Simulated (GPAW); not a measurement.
# Ballistic transport through thiophene-2,5-dithiol between two Pt chains, from relaxation to T(E), part 2 of 3

Aim: the conductance of thiophene-2,5-dithiol between two Pt chains after relaxation, and whether geometry, basis or functional moves it most.

GPAW 26.7.0; GPAW LCAO, PAW setups; relaxation of the junction within the symmetry of its start, lead ends held (the session's first sound run).

So far, transmission at the Fermi level (one spin): step 3 (GPAW, dzp) 0.259; step 4 (basis szp(dzp)) 0.772.

### 5. GPAW, sz: basis = "sz(dzp)"

Level of this step: GPAW LCAO, PAW setups; Landauer transmission from Green's functions with principal layers (ASE), zero bias (GPAW).

One function for each valence shell of the setup, as for a first survey of a large system.

run.py

```python
import json
import numpy as np
from ase import Atoms
from ase.transport.calculators import TransportCalculator
from gpaw import GPAW, FermiDirac
from gpaw.lcao.tools import get_lcao_hamiltonian
from scipy.linalg import eigh

# The junction with lead layers at both ends, along the third cell vector
device = Atoms(
    ['Pt', 'Pt', 'Pt', 'Pt', 'Pt', 'Pt', 'Pt', 'Pt', 'S', 'H', 'C', 'C', 'S', 'C', 'C', 'H', 'S', 'Pt', 'Pt', 'Pt', 'Pt', 'Pt', 'Pt', 'Pt', 'Pt'],
    positions=[
        [8.17184, 4.50000, 1.20000],
        [8.17184, 4.50000, 3.60000],
        [8.17184, 4.50000, 6.00000],
        [8.17184, 4.50000, 8.40000],
        [8.17184, 4.50000, 10.80000],
        [8.17184, 4.50000, 13.20000],
        [8.17184, 4.50000, 15.60000],
        [8.32446, 4.50000, 18.06790],
        [10.50144, 4.50000, 18.30827],
        [13.08395, 4.50000, 19.92794],
        [10.86331, 4.50000, 19.98575],
        [12.16920, 4.50000, 20.54857],
        [9.63809, 4.50000, 21.24877],
        [12.16920, 4.50000, 21.94897],
        [10.86331, 4.50000, 22.51179],
        [13.08395, 4.50000, 22.56960],
        [10.50144, 4.49999, 24.18926],
        [8.32446, 4.50000, 24.42964],
        [8.17184, 4.50000, 26.89754],
        [8.17184, 4.50000, 29.29754],
        [8.17184, 4.50000, 31.69754],
        [8.17184, 4.50000, 34.09754],
        [8.17184, 4.50000, 36.49754],
        [8.17184, 4.50000, 38.89754],
        [8.17184, 4.50000, 41.29754]],
    cell=[[16.34368, 0.0, 0.0], [0.0, 9.0, 0.0], [0.0, 0.0, 42.49754]],
    pbc=True)

# One principal layer of the lead: the first 5 atoms of the device
lead = Atoms(
    ['Pt', 'Pt', 'Pt', 'Pt', 'Pt'],
    positions=[
        [8.17184, 4.50000, 1.20000],
        [8.17184, 4.50000, 3.60000],
        [8.17184, 4.50000, 6.00000],
        [8.17184, 4.50000, 8.40000],
        [8.17184, 4.50000, 10.80000]],
    cell=[[16.34368, 0.0, 0.0], [0.0, 9.0, 0.0], [0.0, 0.0, 12.0]],
    pbc=True)

settings = dict(mode='lcao', basis='sz(dzp)', xc='PBE', h=0.2,
                occupations=FermiDirac(0.1), maxiter=250,
                mixer=dict(beta=0.1, nmaxold=8, weight=100.0),
                convergence=dict(density=0.0001))
energies = np.arange(-2, 2 + 1e-9, 0.025)
eta = 0.0001
n1, n2 = 1, 1
# k and -k transmit alike, so half of the mesh across the current serves
mesh = [(i, j) for i in range(n1) for j in range(n2) if (i, j) <= (-i % n1, -j % n2)]
weights = np.array([1 if (i, j) == (-i % n1, -j % n2) else 2 for i, j in mesh]) / (n1 * n2)


def ground_state(atoms, size, txt):
    atoms.calc = GPAW(kpts={'size': size, 'gamma': True}, symmetry={'tolerance': 1e-3}, txt=txt, **settings)
    atoms.get_potential_energy()
    return atoms.calc.get_fermi_level()


def blocks(atoms, fermi, points, nz, cells):
    """H - E_F S and S between cell 0 and the cells above it, at each point across the current."""
    kz = np.arange(nz) / nz
    calc = atoms.calc.fixed_density(kpts=[(*k, z) for k in points for z in kz], symmetry='off', txt=None)
    H, S = get_lcao_hamiltonian(calc)
    H = (H - fermi * S).reshape(len(H), len(points), nz, *S.shape[1:])
    S = S.reshape(H.shape[1:])
    phases = [np.exp(-2j * np.pi * kz * R) / nz for R in cells]
    return [(np.einsum('skzij,z->ksij', H, p), np.einsum('kzij,z->kij', S, p)) for p in phases]


def pair(a, b):
    return np.block([[a, b], [b.T.conj(), a]])


def count_channels(h, s, cells, nk=240):
    """Half the number of times that the lead's bands cross each energy, unfolded to its shortest repeat."""
    b = len(h) // cells
    bands = []
    for k in (np.arange(nk + 1) + 0.5) / nk:
        hk, sk = h[:b, :b].copy(), s[:b, :b].copy()
        for R in range(1, cells):
            phase, block = np.exp(2j * np.pi * k * R), slice(R * b, (R + 1) * b)
            hk += h[:b, block] * phase + (h[:b, block] * phase).T.conj()
            sk += s[:b, block] * phase + (s[:b, block] * phase).T.conj()
        w, u = eigh(sk)
        x = u[:, w > 1e-5] / w[w > 1e-5]**0.5  # drop near-dependent combinations
        bands.append(np.r_[eigh(x.T.conj() @ hk @ x, eigvals_only=True), [1e9] * (w <= 1e-5).sum()])
    below = np.array(bands)[:, :, None] < energies
    return (below[1:] != below[:-1]).sum((0, 1)) / 2


fermi_lead = ground_state(lead, (1, 1, 10), 'lead.txt')
fermi_device = ground_state(device, (1, 1, 2), 'device.txt')
T, channels, eigen, tail, misfit, shifts = [], [], [], 0.0, 0.0, []
for first in range(0, len(mesh), 177):
    points = [(i / n1, j / n2) for i, j in mesh[first:first + 177]]
    (H0k, S0k), (H1k, S1k), (H2k, _) = blocks(lead, fermi_lead, points, 5, range(3))
    [(Hk, Sk)] = blocks(device, fermi_device, points, 2, [0])
    tail = max(tail, abs(H2k).max())
    for H0, S0, H1, S1, H, S in zip(H0k, S0k, H1k, S1k, Hk, Sk):
        n = len(S0)
        # Shift the lead onto the potential of the device's first layer
        shift = ((H[:, 0, 0] - H0[:, 0, 0]) / S0[0, 0]).real.mean()
        shifts.append(shift)
        misfit = max(misfit, abs(H[:, :n, :n] - H0 - shift * S0).max())
        Tk, Ck, Ek = [], [], []
        for s in range(len(H)):
            t = s % len(H0)  # a lead without moments serves both spins
            h1, s1 = pair(H0[t] + shift * S0, H1[t] + shift * S1), pair(S0, S1)
            leads = dict(h1=h1, s1=s1, energies=energies, eta=eta, eta1=eta, eta2=eta)
            calc = TransportCalculator(h=H[s], s=S, eigenchannels=3, **leads)
            Tk.append(calc.get_transmission())
            Ek.append(np.sort(calc.eigenchannels_ne, axis=0)[::-1])
            Ck.append(count_channels(h1, s1, 10))
        T.append(Tk)
        channels.append(Ck)
        eigen.append(Ek)
T, channels = np.array(T), np.array(channels)
mean, open_channels = np.einsum('kse,k->se', T, weights), np.einsum('kse,k->se', channels, weights)

print(f'basis functions: device {len(S)}, principal layer {n}')
print(f'Fermi level: lead {fermi_lead:.4f} eV, device {fermi_device:.4f} eV; lead shifted by {np.mean(shifts):.4f} eV')
print(f'largest coupling past the next layer {tail:.2e} eV, largest misfit of the first layer {misfit:.3f} eV')
print('  E-E_F (eV)   ' + 'T (one spin)  channels')
for e, t, c in zip(energies, mean.T, open_channels.T):
    print(f'{e:10.3f}  ', *[f'{x:11.4e}' for x in t], *[f'{x:9.4f}' for x in c])

kT = 8.617333e-5 * 300
fine = np.linspace(energies[0], energies[-1], 4001)
both = np.exp(np.interp(fine, energies, np.log(np.maximum(mean.sum(0) * 2 / len(mean), 1e-30))))
fermi = lambda mu: 1 / (1 + np.exp(np.clip((fine - mu) / kT, -200, 200)))
slope = fermi(0) * (1 - fermi(0)) / kT
G = np.trapezoid(both * slope, fine) / 2
seebeck = -np.trapezoid(both * slope * fine, fine) / (2 * G * 300) * 1e6
print(f'conductance at 300 K: {G:.5g} G0 a cell; thermopower {seebeck:.4g} uV/K')
bias = [0.1, 0.2, 0.5, 1.0, 1.5, 2.0]
current = [38.74 * np.trapezoid(both * (fermi(V / 2) - fermi(-V / 2)), fine) for V in bias]
for V, I in zip(bias, current):
    print(f'current from the zero-bias T(E) at {V} V: {I:.5g} uA')
zero = abs(energies).argmin()
json.dump(dict(energies=energies.tolist(), T=mean.tolist(), channels=open_channels.tolist(), G=G, seebeck=seebeck,
               bias=bias, current=current, tail=tail, misfit=misfit, shift=np.mean(shifts), n_device=len(S), n_lead=n,
               fermi=[fermi_lead, fermi_device], energy=device.get_potential_energy(),
               moments=device.get_magnetic_moments().tolist(), mesh=mesh, weights=weights.tolist(),
               T_k=T[:, :, zero].tolist(), eigen=np.array(eigen[0]).tolist()), open('result.json', 'w'))
```

Started as:

```
$ OMP_NUM_THREADS=1 OPENBLAS_NUM_THREADS=1 python run.py
```

Log:

```text
basis functions: device 222, principal layer 60
Fermi level: lead -5.2969 eV, device -5.0179 eV; lead shifted by 0.0003 eV
largest coupling past the next layer 8.11e-06 eV, largest misfit of the first layer 0.065 eV
  E-E_F (eV)   T (one spin)  channels
    -2.000    8.8138e-02    3.0000
    -1.975    7.0460e-02    3.0000
    -1.950    6.0385e-02    3.0000
[...]
1.975    1.2954e-01    1.0000
     2.000    1.3076e-01    1.0000
conductance at 300 K: 0.56408 G0 a cell; thermopower 17.83 uV/K
current from the zero-bias T(E) at 0.1 V: 3.922 uA
current from the zero-bias T(E) at 0.2 V: 6.142 uA
current from the zero-bias T(E) at 0.5 V: 7.8155 uA
current from the zero-bias T(E) at 1.0 V: 10.817 uA
current from the zero-bias T(E) at 1.5 V: 12.083 uA
current from the zero-bias T(E) at 2.0 V: 19.28 uA
```

The job ended after 2.3 min (1 thread of Arm Neoverse V1, shared host; peak memory 2.2 GiB).

Numbers from this step:

```yaml
conductance: 0.5641 G₀
thermopower: 17.83 μV/K
largest_coupling_past_the_next_principal_layer: 8.11e-6 eV
largest_misfit_of_the_first_principal_layer: 0.06499 eV
shift_that_aligns_the_lead: 3.48e-4 eV
basis_functions_of_the_junction: 222
basis_functions_of_a_principal_layer: 60
transmission_at_the_fermi_level_one_spin: 0.8725
open_channels_of_the_lead_at_the_fermi_level_one_spin: 4
```

The conductance, 0.564 G₀, lies 64 % above that of the dzp run.

### 6. revPBE in the dzp basis: xc = "revPBE"

Back in the dzp basis, the functional changes from PBE to revPBE, to set the spread between functionals beside that between bases.

Edit run.py of step 5 so:

```diff
@@ -52,3 +52,3 @@
 
-settings = dict(mode='lcao', basis='sz(dzp)', xc='PBE', h=0.2,
+settings = dict(mode='lcao', basis='dzp', xc='revPBE', h=0.2,
                 occupations=FermiDirac(0.1), maxiter=250,
```

Log:

```text
basis functions: device 533, principal layer 135
Fermi level: lead -5.0460 eV, device -4.5912 eV; lead shifted by -0.0068 eV
largest coupling past the next layer 8.03e-06 eV, largest misfit of the first layer 0.200 eV
  E-E_F (eV)   T (one spin)  [channel counts left out]
    -2.000    2.8970e-02
    -1.975    2.4719e-02
    -1.950    2.2569e-02
[...]
1.975    3.1716e-01
     2.000    3.2209e-01
conductance at 300 K: 0.35879 G0 a cell; thermopower -93.29 uV/K
current from the zero-bias T(E) at 0.1 V: 2.862 uA
current from the zero-bias T(E) at 0.2 V: 5.6641 uA
current from the zero-bias T(E) at 0.5 V: 8.9739 uA
current from the zero-bias T(E) at 1.0 V: 10.826 uA
current from the zero-bias T(E) at 1.5 V: 11.633 uA
current from the zero-bias T(E) at 2.0 V: 15.987 uA
```

Wall time 5.4 min (1 thread); peak memory 2.3 GiB.

This step gave:

```
conductance                                    : 0.3588 G₀
thermopower                                    : -93.29 μV/K
largest coupling past the next principal layer : 8.03e-6 eV
largest misfit of the first principal layer    : 0.2000 eV
shift that aligns the lead                     : -0.006826 eV
basis functions of the junction                : 533
basis functions of a principal layer           : 135
transmission at the Fermi level (one spin)     : 0.2749
```

The conductance, 0.359 G₀, lies 4.4 % above that of the dzp run.

### 7. The structure as built: geometry = "as built"

The dzp basis with PBE on the structure as first built shows what the relaxation was worth.

Edit run.py of step 6 so:

```diff
@@ -19,13 +19,13 @@
         [8.17184, 4.50000, 15.60000],
-        [8.32446, 4.50000, 18.06790],
-        [10.50144, 4.50000, 18.30827],
-        [13.08395, 4.50000, 19.92794],
-        [10.86331, 4.50000, 19.98575],
-        [12.16920, 4.50000, 20.54857],
-        [9.63809, 4.50000, 21.24877],
-        [12.16920, 4.50000, 21.94897],
-        [10.86331, 4.50000, 22.51179],
-        [13.08395, 4.50000, 22.56960],
-        [10.50144, 4.49999, 24.18926],
-        [8.32446, 4.50000, 24.42964],
+        [8.17184, 4.50000, 18.00000],
+        [10.50003, 4.50000, 18.31941],
+        [13.09368, 4.50000, 19.92451],
+        [10.92155, 4.50000, 20.01936],
+        [12.19849, 4.50000, 20.53492],
+        [9.73726, 4.50000, 21.24877],
+        [12.19849, 4.50000, 21.96262],
+        [10.92155, 4.50000, 22.47818],
+        [13.09368, 4.50000, 22.57303],
+        [10.50003, 4.49999, 24.17812],
+        [8.17184, 4.50000, 24.49754],
         [8.17184, 4.50000, 26.89754],
@@ -52,3 +52,3 @@
 
-settings = dict(mode='lcao', basis='dzp', xc='revPBE', h=0.2,
+settings = dict(mode='lcao', basis='dzp', xc='PBE', h=0.2,
                 occupations=FermiDirac(0.1), maxiter=250,
```

Log:

```text
basis functions: device 533, principal layer 135
Fermi level: lead -5.1441 eV, device -4.7361 eV; lead shifted by -0.0052 eV
largest coupling past the next layer 8.09e-06 eV, largest misfit of the first layer 0.157 eV
  E-E_F (eV)   T (one spin)  [channel counts left out]
    -2.000    2.6416e-02
    -1.975    2.2917e-02
    -1.950    2.0591e-02
[...]
1.975    7.3075e-02
     2.000    7.4574e-02
conductance at 300 K: 0.47973 G0 a cell; thermopower -44.4 uV/K
current from the zero-bias T(E) at 0.1 V: 3.3754 uA
current from the zero-bias T(E) at 0.2 V: 5.3526 uA
current from the zero-bias T(E) at 0.5 V: 6.7945 uA
current from the zero-bias T(E) at 1.0 V: 9.316 uA
current from the zero-bias T(E) at 1.5 V: 11.443 uA
current from the zero-bias T(E) at 2.0 V: 22.029 uA
```

Run time: 5.3 min. Hardware: 1 thread; peak memory 2.3 GiB.

This step gave:

- conductance: 0.4797 G₀
- largest coupling past the next principal layer: 8.09e-6 eV
- largest misfit of the first principal layer: 0.1572 eV
- shift that aligns the lead: -0.005247 eV
- transmission at the Fermi level (one spin): 0.6429

One spin. Table of transmission, zone mean by energy, zero at the Fermi level:

```csv
energy (eV),"transmission, zone mean"
-2.000,0.0264
-1.900,0.0178
-1.800,0.118
-1.700,0.00829
-1.600,0.00682
-1.500,0.00650
-1.400,0.00634
-1.300,0.0122
-1.200,0.0551
-1.100,0.0344
-1.000,0.286
-0.925,0.994
-0.900,0.930
-0.800,0.263
-0.700,0.141
-0.600,0.0649
-0.500,0.0633
-0.400,0.320
-0.300,0.0250
-0.200,0.0125
-0.100,0.0482
0.000,0.643
0.025,0.989
0.100,0.160
0.200,0.0399
0.300,0.0188
0.400,0.0109
0.500,0.00727
0.600,0.00516
0.700,0.00347
0.800,0.00407
0.900,9.7e-4
1.000,0.00171
1.100,0.0156
1.200,0.0338
1.300,0.0462
1.400,0.0526
1.500,0.0561
1.600,0.0587
1.700,0.0614
1.800,0.0647
1.900,0.0691
2.000,0.0746
```

The conductance, 0.480 G₀, lies 40 % above that of the dzp run.

### 8. All levels side by side

Times are for 1 thread of Arm Neoverse V1, shared host. The series side by side:

```csv
no.,run,conductance (G₀),time,memory (GiB)
1,dzp,0.3438,5.3 min,2.3
2,szp,0.5768,3.2 min,2.2
3,sz,0.5641,2.3 min,2.2
4,dzp revPBE,0.3588,5.4 min,2.3
5,asbuilt,0.4797,5.3 min,2.3
```

### 9. The levels side by side

The curves are compared point by point over the common energies.

This step: comparison of transmission and cost over codes, levels and geometry (GPAW 26.7.0).

Ladder, by row:

```csv
step,code,T at the Fermi level (sum over the listed spins),conductance (G0),r.m.s. T(E) from the first,wall time (s),peak memory (GiB),threads
dzp,GPAW,0.2586,0.3438,0,318.3,2.32,1
szp,GPAW,0.7716,0.5768,0.1143,189.7,2.24,1
sz,GPAW,0.8725,0.5641,0.1916,137.3,2.18,1
dzp-revPBE,GPAW,0.2749,0.3588,0.02928,324.1,2.32,1
asbuilt,GPAW,0.6429,0.4797,0.1829,317.7,2.32,1
```

Transmission, zone mean, sum over the listed spins against energy, zero at the Fermi level:

```csv
energy (eV),dzp,szp,sz,dzp-revPBE,asbuilt
-2.000,0.0311,0.0291,0.0881,0.0290,0.0264
-1.900,0.0199,0.0193,0.0477,0.0190,0.0178
-1.800,0.0142,0.0136,0.0324,0.0135,0.118
-1.700,0.0104,0.00980,0.0230,0.00982,0.00829
-1.600,0.00838,0.00723,0.0169,0.00767,0.00682
-1.500,0.00810,0.00577,0.0121,0.00794,0.00650
-1.400,0.0111,0.00677,0.0110,0.0111,0.00634
-1.300,0.0585,0.0113,0.0116,0.0634,0.0122
-1.200,0.0704,0.0451,0.0278,0.0736,0.0551
-1.100,0.0302,0.0857,0.0706,0.0321,0.0344
-1.000,0.772,0.195,0.0783,0.981,0.286
-0.975,0.818,0.657,0.141,0.631,0.625
-0.950,0.442,0.945,0.325,0.359,0.930
-0.900,0.189,0.292,0.999,0.162,0.930
-0.800,0.0493,0.0615,0.151,0.0465,0.263
-0.700,0.0370,0.0383,0.0645,0.0361,0.141
-0.600,0.0240,0.0235,0.0356,0.0221,0.0649
-0.500,0.0228,0.0283,0.0388,0.0235,0.0633
-0.400,0.115,0.192,0.275,0.145,0.320
-0.375,0.174,0.255,0.391,0.176,0.191
-0.300,0.0309,0.0356,0.0554,0.0269,0.0250
-0.200,0.0191,0.0238,0.0219,0.0191,0.0125
-0.100,0.0518,0.0864,0.120,0.0526,0.0482
-0.025,0.157,0.418,0.909,0.165,0.281
0.000,0.259,0.772,0.873,0.275,0.643
0.025,0.458,0.996,0.484,0.494,0.989
0.075,0.994,0.403,0.168,0.972,0.285
0.100,0.707,0.244,0.115,0.646,0.160
0.200,0.114,0.0655,0.0416,0.106,0.0399
0.300,0.0426,0.0316,0.0227,0.0398,0.0188
0.400,0.0235,0.0195,0.0149,0.0219,0.0109
0.500,0.0165,0.0145,0.0111,0.0153,0.00727
0.600,0.0132,0.0118,0.00903,0.0121,0.00516
0.700,0.00989,0.0128,0.0107,0.00886,0.00347
0.800,0.0188,0.0198,0.0125,0.0171,0.00407
0.900,0.0269,0.0244,0.0125,0.0248,9.7e-4
1.000,0.0242,0.0233,0.00931,0.0246,0.00171
1.100,0.00503,0.0118,0.00304,0.00869,0.0156
1.200,0.0131,1.5e-5,4.9e-4,0.00435,0.0338
1.300,0.0997,0.0320,0.0158,0.0707,0.0462
1.400,0.194,0.119,0.0494,0.164,0.0526
1.500,0.249,0.205,0.0829,0.225,0.0561
1.600,0.277,0.259,0.105,0.256,0.0587
1.700,0.294,0.291,0.116,0.274,0.0614
1.800,0.309,0.314,0.122,0.288,0.0647
1.900,0.326,0.335,0.126,0.304,0.0691
2.000,0.346,0.358,0.131,0.322,0.0746
```

[end of part 2 of 3]

[Logs are printed without paths, hosts, clocks, repeated set-up lines and the standing remarks that a program may print on its own settings, such as how far it seeks lower states.]

[Hosts, paths, dates, database ids (printed as entryN), source tags and the programs' standing remarks are cut or masked in the printed files.]
